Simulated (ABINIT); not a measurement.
Entries from a set of simulations; values are calculated unless marked as measured.

```json
{"subject": "GaP (F-43m): a self-consistent loop beyond G0W0, cycle by cycle", "lattice_ang": [[0.0, 2.7252, 2.7252], [2.7252, 0.0, 2.7252], [2.7252, 2.7252, 0.0]], "atoms": [["Ga", 0.0, 0.0, 0.0], ["P", 0.25, 0.25, 0.25]], "method": "RPA screening on PBE from quasiparticle energies and orbitals, plane waves, norm-conserving pseudopotentials (and 4 further levels or steps)", "program": "ABINIT 10.8.3", "settings": "cutoff 45 Ha, PseudoDojo scalar-relativistic 0.4 stringent, norm-conserving, potential set dojo-sr-pbe-0.4-stringent, ngkpt (4, 4, 4), nband 78, ecuteps 5 Ha, gwcalctyp 28, inclvkb 2, shiftk (0, 0, 0), symchi 1, awtr 1, frequency ppm, cycle 5, q points all but q = 0, 4×4×4 k-mesh", "cost": "16 runs, 9.6 min in all on 4 MPI ranks of Intel Xeon Platinum 8559C (Emerald Rapids), shared host", "notes": "The cell and positions come from the Crystallography Open Database and are kept as given unless a step says otherwise. Limits: no spin-orbit coupling. The 4×4×4 mesh is coarse for this cell, which bears on the long-range parts of exchange and screening.", "results": {"g0w0": "2.174 eV", "qsgw_cycle_1": "2.307 eV", "qsgw_cycle_2": "2.362 eV", "qsgw_cycle_3": "2.371 eV", "qsgw_cycle_4": "2.362 eV", "qsgw_cycle_5": "2.355 eV", "known_limits": "short of the basis limit; no spin-orbit coupling; coarse k mesh"}}
```

[Long decimals in the printed logs are rounded to 6 places.]

[Logs are printed without paths, hosts, clocks, repeated set-up lines and the standing remarks that a program may print on its own settings, such as how far it seeks lower states.]

[Paths, hosts, dates, memory and timing lines, banners, echoed tables and standing remarks are left out of the program output; an Ansatz launch command may be rebuilt from the run's recorded settings. Measured values are a selection of at most five: reports struck by readers or far from the other reports are left out. None is set beside runs whose start may be inverted or whose files or cutoffs have a known fault.]

[Runs of the session that timed out or met a known fault of the program may be left out.]

[Hosts, paths, dates, database ids (printed as entryN), source tags and the programs' standing remarks are cut or masked in the printed files.]

[G0W0 gaps are taken among the corrected bands and points alone; a level outside them can change the order at an edge.]

[Where Ansatz stands beside ABINIT at settings called matched, ABINIT's density can come from a denser mesh and the files from another edition; pairs whose starting gaps differed by over 0.03 eV were left out, so agreement reads better than it is.]
